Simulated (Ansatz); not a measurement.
## CH3 on Zr(0001), fcc start, 2x2 cell: work function, bands and core levels

Wanted: core-level shifts and unfolded surface bands for CH3 on Zr(0001), fcc start, 2x2 cell.

Calculated with Ansatz 0.2.0; DFT, PBE, plane-wave PAW, default files, scalar-relativistic.

Report form: the programs' logs are mostly left out.

## 1. The structure

The cell holds 4 atoms: 4 Zr. Its edges and angles: a = 3.230 Å, b = 3.230 Å, c = 22.755 Å, α = 90.0°, β = 90.0°, γ = 60.0°. It derives from Zr. Vacuum lies along c.

## 2. The clean face

The clean face is the reference for what the added atoms change.

input.yaml reads:

```yaml
crystal:
  lattice:
    - [3.23, 0.0, 0.0]
    - [1.615, 2.7972620542, 0.0]
    - [0.0, 0.0, 22.755]
  atoms:
    - { symbol: Zr, position: [0.0, 0.0, 0.670402109] }
    - { symbol: Zr, position: [0.666666667, 0.666666667, 0.556800703] }
    - { symbol: Zr, position: [0.0, 0.0, 0.443199297] }
    - { symbol: Zr, position: [0.666666667, 0.666666667, 0.329597891] }
kpoints:
  mp_grid: { grid: [18, 18, 1] }
scf:
  occupations: { method: fermi_dirac, width: 0.05 }
  n_extra_bands: 12
hamiltonian:
  xc: pbe
  pseudopotentials: { kind: paw }
output:
  forces: true
  write_potential: true
  volumetric_format: []
  dos:
    projected: true
    de: 0.05
    e_range: [-30, 12]
    method: { smearing: { sigma: 0.1, scheme: gaussian } }
efield:
  axis: 3
  dipole_correction: true
relax:
  f_tol: 0.03
  max_steps: 50
  constraints: [{ sites: [2, 3] }]
```

Run with:

```bash
$ ansatz run input.yaml --threads 8 --pin off --max-ram 20480MiB --backend cpu --events-out ev --progress --plain --runs-dir out
```

It took 11 s on 8 threads of Arm Neoverse V1, shared host; peak memory 0.83 GiB; 81 s of CPU time.

The steps of the relaxation:

```csv
step,energy less that of the first step (eV),largest force component (eV/Å)
1,0.0000,0.6210
2,-0.0241,0.5316
3,-0.0446,0.0689
4,-0.0452,0.0247
```

The run keeps the 6 symmetry operations that it works with, so distortions that break them were not tested.

The atoms that moved most (Å):

```csv
atom,dx,dy,dz,length
Zr2,0.000,0.000,0.090,0.090
Zr1,0.000,0.000,-0.063,0.063
```

The relaxed structure:

```cif
data_structure
_symmetry_space_group_name_H-M 'P 1'
_symmetry_Int_Tables_number 1
_cell_length_a 3.2300
_cell_length_b 3.2300
_cell_length_c 22.7550
_cell_angle_alpha 90.000
_cell_angle_beta 90.000
_cell_angle_gamma 60.000
_cell_volume 205.59
loop_
_atom_site_label
_atom_site_type_symbol
_atom_site_fract_x
_atom_site_fract_y
_atom_site_fract_z
_atom_site_occupancy
Zr1 Zr 0.00000 0.00000 0.66762 1
Zr2 Zr 0.66667 0.66667 0.56077 1
Zr3 Zr 0.00000 0.00000 0.44320 1
Zr4 Zr 0.66667 0.66667 0.32960 1
```

This step gave:

```
free energy                                    : -16733.4937 eV
energy at zero smearing                        : -16733.4638 eV
smearing term TS                               : 0.05965 eV
Fermi energy                                   : 4.186 eV
symmetry operations                            : 6
zero of energy                                 : Fermi level
share of occupied states in no projected shell : 0.0069 of the occupied states in the window
DOS at the Fermi level                         : 7.377 states/eV/cell
work function, upper face                      : 4.159 eV
work function, lower face                      : 4.181 eV
```

The planar mean, electrostatic potential oscillates, so the rows of the table below give means over windows of 1 Å about each position, cut where the curve ends. Its maxima inside the range that stand out by 2 % of the span (Å: eV): 8.8: -0.0689, 11.4: 0.223, 13.9: -1.02. Its minima: 7.5: -18.1, 10.1: -17.9, 12.8: -17.8, 15.2: -18.1.

From the Fermi level. The planar mean, electrostatic potential by z; means over each step:

z (Å), planar mean, electrostatic potential (eV) and a bar from the least value:
```
        0        4.2 ##############################
        1        4.2 ##############################
        2        4.2 ##############################
        3        4.2 ##############################
        4        4.1 ##############################
        5        3.9 #############################
        6        1.6 ##########################
        7      -10.9 #######
        8      -10.5 #######
        9       -2.3 ####################
       10      -15.2 
       11       -4.0 #################
       12       -6.2 ##############
       13      -14.0 ##
       14       -2.7 ###################
       15      -14.7 #
       16       -5.7 ###############
       17        2.8 ############################
       18        4.0 ##############################
       19        4.1 ##############################
       20        4.2 ##############################
       21        4.2 ##############################
       22        4.2 ##############################
```

Recipe: projected DOS times atomic cross section and asymmetry factor (linear light, 54.7° from the polarisation), occupied states only, Fermi edge at 77 K, a Lorentzian width of 0.05 eV growing by 0.03 eV per eV of binding energy, and a resolution of 0.35 eV. Each atom is damped by exp[−depth/(λ cos θ)], θ = 0° from the normal, λ from the universal curve. Curves are cut 10 eV under the photon energy, above any shell that the free atom's threshold puts out of reach, or at the lower edge of the window: 11.2 eV at 21.2 eV, 29.1 eV at 150 eV, 29.1 eV at 1486.7 eV and 29.1 eV at 5414.7 eV. Matrix elements of the solid and inelastic losses aren't modelled, nor non-dipole terms, which matter above 3 keV.

How the area divides among the shells (%):

```csv
shell,21.2 eV,150 eV,1486.7 eV,5414.7 eV
Zr 5s,0.2,1.7,1.3,2.4
Zr 4p,0.0,67.2,87.3,94.1
Zr 4d,99.8,31.0,11.4,3.4
```

At the Fermi level the DOS is 7.38 states/eV a cell, and on the broadened curves Zr 4d holds 86 % of the total there.

## 3. Relaxing the atoms

System of this step: Zr16H3C. The cell holds 20 atoms: 3 H, 1 C and 16 Zr. Cell: a = 6.460 Å, b = 6.460 Å, c = 24.365 Å, α = 90.0°, β = 90.0°, γ = 60.0°. It derives from Zr. How the cell was made: adsorbate; added: CH3; site: fcc; coverage 0.25 monolayer; cell: 2x2; on one face. Regions: ad, 4 atoms (3 H and 1 C); L1, 4 atoms (4 Zr); L2, 4 atoms (4 Zr); L3, 4 atoms (4 Zr); rest, 4 atoms (4 Zr). Vacuum lies along c.

The cut or typed positions aren't at rest, and spectra shift with geometry, so the relaxation comes first. 8 atoms are held to stand for the bulk. A dipole correction cancels the field between unlike faces.

input.yaml reads:

```yaml
crystal:
  lattice:
    - [6.46, 0.0, 0.0]
    - [3.23, 5.5945241084, 0.0]
    - [0.0, 0.0, 24.365]
  atoms:
    - { symbol: H, position: [0.327723647, 0.166666667, 0.692181408] }
    - { symbol: H, position: [0.010540702, 0.325750797, 0.692181408] }
    - { symbol: H, position: [0.169992295, 0.007582537, 0.692181408] }
    - { symbol: C, position: [0.169362378, 0.166666667, 0.677406115] }
    - { symbol: Zr, position: [0.0, 0.0, 0.626103017] }
    - { symbol: Zr, position: [0.5, 0.0, 0.626103017] }
    - { symbol: Zr, position: [0.0, 0.5, 0.626103017] }
    - { symbol: Zr, position: [0.5, 0.5, 0.626103017] }
    - { symbol: Zr, position: [0.833333333, 0.333333333, 0.520008208] }
    - { symbol: Zr, position: [0.333333333, 0.333333333, 0.520008208] }
    - { symbol: Zr, position: [0.833333333, 0.833333333, 0.520008208] }
    - { symbol: Zr, position: [0.333333333, 0.833333333, 0.520008208] }
    - { symbol: Zr, position: [0.0, 0.0, 0.4139134] }
    - { symbol: Zr, position: [0.5, 0.0, 0.4139134] }
    - { symbol: Zr, position: [0.0, 0.5, 0.4139134] }
    - { symbol: Zr, position: [0.5, 0.5, 0.4139134] }
    - { symbol: Zr, position: [0.833333333, 0.333333333, 0.307818592] }
    - { symbol: Zr, position: [0.333333333, 0.333333333, 0.307818592] }
    - { symbol: Zr, position: [0.833333333, 0.833333333, 0.307818592] }
    - { symbol: Zr, position: [0.333333333, 0.833333333, 0.307818592] }
kpoints:
  mp_grid: { grid: [6, 6, 1] }
scf:
  occupations: { method: fermi_dirac, width: 0.05 }
  n_extra_bands: 16
hamiltonian:
  xc: pbe
  pseudopotentials: { kind: paw }
output:
  forces: true
  write_potential: true
  volumetric_format: []
efield:
  axis: 3
  dipole_correction: true
relax:
  f_tol: 0.03
  max_steps: 45
  constraints: [{ sites: [12, 13, 14, 15, 16, 17, 18, 19] }]
```

Wall time 5.6 min (8 threads); peak memory 4.3 GiB; 44 min of CPU time.

Step by step:

```csv
step,energy less that of the first step (eV),largest force component (eV/Å)
1,0.0000,1.7089
2,-0.9552,0.4494
3,-1.1424,0.6258
4,-1.2777,0.1419
5,-1.3238,0.1837
6,-1.3509,0.1322
7,-1.3481,0.1120
8,-1.3554,0.0212
9,-1.3559,0.0378
10,-1.3560,0.0071
```

Relaxation step 7 was tried and not accepted.

The atoms that moved most (Å):

```csv
atom,dx,dy,dz,length
H3,-0.376,0.388,0.598,0.806
H1,-0.170,-0.503,0.598,0.800
H2,0.496,0.114,0.598,0.785
C4,-0.016,0.000,0.467,0.467
Zr8,-0.001,0.000,-0.104,0.104
Zr12,0.000,0.026,0.083,0.087
Zr10,-0.023,-0.013,0.083,0.087
Zr9,0.023,-0.013,0.083,0.087
```

Numbers from this step:

- free energy: -67233.9567 eV
- energy at zero smearing: -67233.8415 eV
- smearing term TS: 0.2303 eV
- Fermi energy: 3.954 eV
- symmetry operations: 1
- work function, upper face: 3.613 eV
- work function, lower face: 4.170 eV

The relaxation ends 68 meV an atom lower, with a largest force component of 0.0071 eV/Å on the free atoms. For the work function, upper face, step 2 gave 4.16 eV; this run, with 20 atoms, gives 3.61 eV (-13 %).

## 4. Bands by layer

This is the main run. States are solved along the surface zone's path and weighed by where they lie along the normal, since photoemission sees the top layers. The cell holds 4 small cells, so the bands are unfolded.

input.yaml reads:

```yaml
crystal:
  lattice:
    - [6.46, 0.0, 0.0]
    - [3.23, 5.5945241084, 0.0]
    - [0.0, 0.0, 24.365]
  atoms:
    - { symbol: H, position: [0.346310769, 0.0768316257, 0.7167372502] }
    - { symbol: H, position: [0.0771282484, 0.3461045357, 0.7167253503] }
    - { symbol: H, position: [0.0770312506, 0.0769415262, 0.7167263419] }
    - { symbol: C, position: [0.1668329726, 0.166621074, 0.69656979] }
    - { symbol: Zr, position: [-0.0021451166, -0.0017294723, 0.6255990474] }
    - { symbol: Zr, position: [0.504102029, -0.002093372, 0.6256139688] }
    - { symbol: Zr, position: [-0.0021467824, 0.5039377892, 0.6255971729] }
    - { symbol: Zr, position: [0.4998257944, 0.5000507718, 0.6218179571] }
    - { symbol: Zr, position: [0.838005335, 0.3309632704, 0.5234071056] }
    - { symbol: Zr, position: [0.3309072604, 0.3310194038, 0.5234182875] }
    - { symbol: Zr, position: [0.8332577365, 0.8333566675, 0.5225919162] }
    - { symbol: Zr, position: [0.330963748, 0.8380568714, 0.5234207339] }
    - { symbol: Zr, position: [0.0, 0.0, 0.4139134] }
    - { symbol: Zr, position: [0.5, 0.0, 0.4139134] }
    - { symbol: Zr, position: [0.0, 0.5, 0.4139134] }
    - { symbol: Zr, position: [0.5, 0.5, 0.4139134] }
    - { symbol: Zr, position: [0.833333333, 0.333333333, 0.307818592] }
    - { symbol: Zr, position: [0.333333333, 0.333333333, 0.307818592] }
    - { symbol: Zr, position: [0.833333333, 0.833333333, 0.307818592] }
    - { symbol: Zr, position: [0.333333333, 0.833333333, 0.307818592] }
kpoints:
  mp_grid: { grid: [6, 6, 1] }
scf:
  occupations: { method: fermi_dirac, width: 0.05 }
  n_extra_bands: 25
hamiltonian:
  xc: pbe
  pseudopotentials: { kind: paw }
output:
  forces: true
  write_potential: true
  volumetric_format: []
  dos:
    projected:
      site_lists:
        adsorbate: [0, 1, 2, 3]
        layer_1: [4, 5, 6, 7]
        layer_2: [8, 9, 10, 11]
        layer_3: [12, 13, 14, 15]
        other_layers: [16, 17, 18, 19]
    de: 0.05
    e_range: [-30, 12]
    method: { smearing: { sigma: 0.15, scheme: gaussian } }
  eigenstates:
    kpoints:
      - [0.33333333, -0.33333333, 0.0]
      - [0.25, -0.375, 0.0]
      - [0.16666667, -0.41666667, 0.0]
      - [0.08333333, -0.45833333, 0.0]
      - [0.0, 0.5, 0.0]
      - [-0.08333333, 0.45833333, 0.0]
      # [... 29 more points ...]
      - [0.25, 0.5, 0.0]
      - [0.29166667, -0.41666667, 0.0]
    e_range: [-8.0, 4.0]
    unfold:
      supercell_matrix: [[2, 0, 0], [0, 2, 0], [0, 0, 1]]
      layers:
        axis: 3
        edges: [0.143649, 0.427362, 0.427462, 0.572519, 0.572619, 0.880905]
efield:
  axis: 3
  dipole_correction: true
```

Run time: 2.9 min. Hardware: 8 threads; peak memory 6.7 GiB; 23 min of CPU time.

Numbers from this step:

```yaml
fermi_energy: 3.961 eV
share_of_occupied_states_in_no_projected_shell: 0.0071 of the occupied states in the window
dos_at_the_fermi_level: 27.58 states/eV/cell
work_function_upper_face: 3.612 eV
```

A(k,E), total over k along the path and E. Zero: Fermi level.

Values in eV⁻¹, 12 rows by 16 columns, each cell a mean:
```
0.9 1.5 2.4 2.5 3.9 5.9 6.4 6.3 5.1 3.0 2.8 3.6 3.3 2.7 1.6 0.9
3.5 3.4 2.8 2.7 3.2 4.9 5.6 5.5 4.2 3.0 3.0 2.2 2.0 2.7 3.5 3.6
3.9 3.8 3.2 3.1 3.6 2.6 2.0 2.1 3.1 3.3 2.2 1.6 1.5 1.9 3.3 3.9
4.7 3.8 3.9 3.5 1.5 0.6 0.4 0.5 0.8 2.0 2.6 2.3 2.2 2.3 3.1 4.6
2.3 3.1 2.5 1.8 1.4 0.4 0.3 0.3 0.7 1.7 2.2 2.3 2.2 2.8 3.2 2.3
0.4 0.5 1.3 1.4 1.2 1.5 1.0 1.2 1.5 1.3 1.9 2.8 3.0 2.3 0.8 0.4
0.2 0.2 0.3 1.0 1.1 1.1 1.2 1.2 1.1 1.2 1.0 0.5 0.5 0.4 0.2 0.2
0.2 0.2 0.3 0.4 1.2 1.1 1.1 1.1 1.2 0.9 0.3 0.3 0.3 0.2 0.2 0.2
0.1 0.1 0.1 0.1 0.3 1.0 1.2 1.2 0.7 0.2 0.1 0.1 0.1 0.1 0.1 0.1
0.1 0.1 0.1 0.1 0.1 0.2 0.3 0.3 0.1 0.1 0.1 0.1 0.1 0.1 0.1 0.1
0.4 0.4 0.4 0.4 0.4 0.3 0.3 0.3 0.3 0.4 0.4 0.4 0.5 0.5 0.4 0.4
0.2 0.2 0.2 0.2 0.2 0.1 0.1 0.1 0.2 0.2 0.2 0.2 0.2 0.2 0.2 0.2
```
Columns: k along the path (Å⁻¹) from 0 to 3.07; rows upwards: E (eV) from -7.7 to 1.61.

A(k,E), top over k along the path and E. Zero: Fermi level.

Values in eV⁻¹, 12 rows by 16 columns, each cell a mean:
```
0.24 0.37 0.66 0.71 1.03 1.56 1.69 1.67 1.37 0.78 0.73 0.88 0.76 0.75 0.46 0.24
1.05 1.01 0.69 0.60 0.84 1.30 1.44 1.41 1.13 0.79 0.74 0.58 0.53 0.72 1.10 1.08
1.18 1.08 0.97 0.90 0.95 0.69 0.60 0.61 0.79 0.87 0.64 0.51 0.49 0.55 0.80 1.14
0.90 0.81 0.93 0.89 0.40 0.19 0.16 0.17 0.24 0.51 0.66 0.55 0.50 0.54 0.74 0.91
0.55 0.68 0.57 0.45 0.38 0.15 0.10 0.11 0.22 0.46 0.56 0.62 0.62 0.70 0.70 0.54
0.12 0.15 0.27 0.32 0.32 0.39 0.30 0.34 0.39 0.32 0.41 0.55 0.59 0.48 0.22 0.12
0.09 0.10 0.11 0.19 0.24 0.23 0.28 0.26 0.23 0.25 0.22 0.19 0.18 0.15 0.11 0.09
0.18 0.18 0.19 0.26 0.40 0.37 0.34 0.36 0.39 0.34 0.21 0.16 0.15 0.15 0.16 0.18
0.04 0.04 0.04 0.05 0.10 0.27 0.36 0.33 0.20 0.06 0.06 0.07 0.08 0.07 0.05 0.04
0.05 0.05 0.05 0.05 0.05 0.07 0.10 0.09 0.06 0.05 0.05 0.05 0.06 0.05 0.05 0.05
0.42 0.42 0.40 0.36 0.33 0.30 0.28 0.29 0.31 0.34 0.38 0.42 0.44 0.43 0.43 0.43
0.19 0.18 0.17 0.16 0.14 0.12 0.11 0.12 0.13 0.15 0.17 0.17 0.17 0.17 0.18 0.19
```
Columns: k along the path (Å⁻¹) from 0 to 3.07; rows upwards: E (eV) from -7.7 to 1.61.

A(k,E), middle over k along the path and E. Zero: Fermi level.

Ten even steps from '_' (0.01 eV⁻¹) to '@' (2.65 eV⁻¹), each cell a mean:
```
....::::::::--==******++++++++****==--::--====----::........
____..::--------==++%%@@@@@@%%**==--==++**++====--::::..____
....::::------------++######**==--------::::::::----::::::..
==----==------::--====--::::--==--::::::::........--------==
--------::::::------::......::------::::..........::--====--
++++==------====--::..________..::------::------------==++++
##**++++++++==::..________________..::----::::::::::::--**##
++++++--------::..________________..::::::::........::==++++
::--==++==::::::::..____________..::::----::::..::--++++--::
____....--::......::..______....::....::--======++++--..____
________..::....__..::::..::::........::----------..________
____________::................__......::..__________________
______________::......................______________________
______________......__......____....________________________
________________......________....__________________________
__________________..::......::..____________________________
______________________......________________________________
____________________________________________________________
____________________________________________________________
____________________________________________________________
____________________________________________________________
____________________________________________________________
```
Columns: k along the path (Å⁻¹) from 0 to 3.07; rows upwards: E (eV) from -7.7 to 1.61.

A(k,E), bottom over k along the path and E. Zero: Fermi level.

Ten even steps from '0' (0.01 eV⁻¹) to '9' (3.84 eV⁻¹), each cell a mean:
```
011112234555555553212344331110
001232123479998632224432333210
233322233467776533333222234432
875332234554445554333211123468
344432344332222344321111112333
444466543110000123322111122344
544444421000000001232222222345
333222210000000000112222223433
112321111000000001222222233211
000112111100000111112334432000
000001111111111111112222110000
000000111111111111110000000000
000000011111111111100000000000
000000001111111111000000000000
000000000111111100000000000000
000000000011111000000000000000
000000000000000000000000000000
000000000000000000000000000000
000000000000000000000000000000
000000000000000000000000000000
000000000000000000000000000000
000000000000000000000000000000
```
Columns: k along the path (Å⁻¹) from 0 to 3.07; rows upwards: E (eV) from -7.7 to 1.61.

Peaks of A(k,E) at the labelled points: for each region the eleven nearest the zero at most, each over 6 % of that point's highest, less those above the energy where the solved bands run out; weight and spread sum the levels within three half widths or 0.3 eV, so near peaks share levels. Peaks of the spectral function, the first 40 of 72 rows:

```csv
point,weight on,E (eV),A (1/eV),weight near the peak,rms spread of levels (eV)
K,total,-6.84,0.911,0.561,0.015
K,total,-1.3,5.912,6.495,0.319
K,total,0.12,7.095,5.519,0.151
K,top,-6.84,0.892,0.559,0.015
K,top,-4.06,0.322,0.187,0
K,top,-1.34,1.254,1.2,0.297
K,top,0.04,2.115,1.872,0.197
K,top,1.62,0.234,0.148,0.136
K,middle,-1.28,2.364,2.571,0.299
K,middle,0.1,1.345,0.959,0.17
K,bottom,-1.3,2.315,2.72,0.323
K,bottom,-0.78,2.068,2.025,0.243
K,bottom,0.14,3.796,2.69,0.09
Γ,total,-5.24,1.728,0.966,0
Γ,total,-4.6,1.558,0.784,0
Γ,total,-3.94,1.414,0.682,0
Γ,total,-3.22,1.821,1.613,0.165
Γ,total,-2.96,1.805,1.651,0.184
Γ,total,0.1,3.11,4.019,0.342
Γ,total,0.9,10.58,10.93,0.268
Γ,top,-6.82,0.554,0.338,0
Γ,top,-5.22,0.404,0.206,0
Γ,top,-4.6,0.642,0.362,0
Γ,top,-3.96,0.257,0.095,0
Γ,top,-2.94,0.512,0.437,0.202
Γ,top,0.08,1.028,1.092,0.329
Γ,top,0.92,2.687,2.732,0.252
Γ,middle,-5.24,0.761,0.458,0
Γ,middle,-3.94,0.519,0.278,0
Γ,middle,-2.94,0.697,0.53,0.164
Γ,middle,-0.16,0.568,0.303,0.233
Γ,middle,0.86,3.365,3.494,0.277
Γ,middle,1.32,2.072,2.732,0.228
Γ,bottom,-5.22,0.562,0.302,0
Γ,bottom,-4.6,0.692,0.36,0
Γ,bottom,-3.94,0.639,0.309,0
Γ,bottom,-3.24,0.936,0.682,0.149
Γ,bottom,0.1,1.535,1.907,0.33
Γ,bottom,0.92,4.562,4.692,0.269
M,total,-6.82,0.91,0.554,0
```

(Continued in part 2 of 2.)

[Logs are printed without paths, hosts, clocks, repeated set-up lines and the standing remarks that a program may print on its own settings, such as how far it seeks lower states.]

[Hosts, paths, dates, database ids (printed as entryN), source tags and the programs' standing remarks are cut or masked in the printed files.]

[Maps of the electrostatic potential energy from Ansatz leave out the sawtooth potential of an applied field or a dipole correction, so their vacuum need not be flat; work functions include it.]
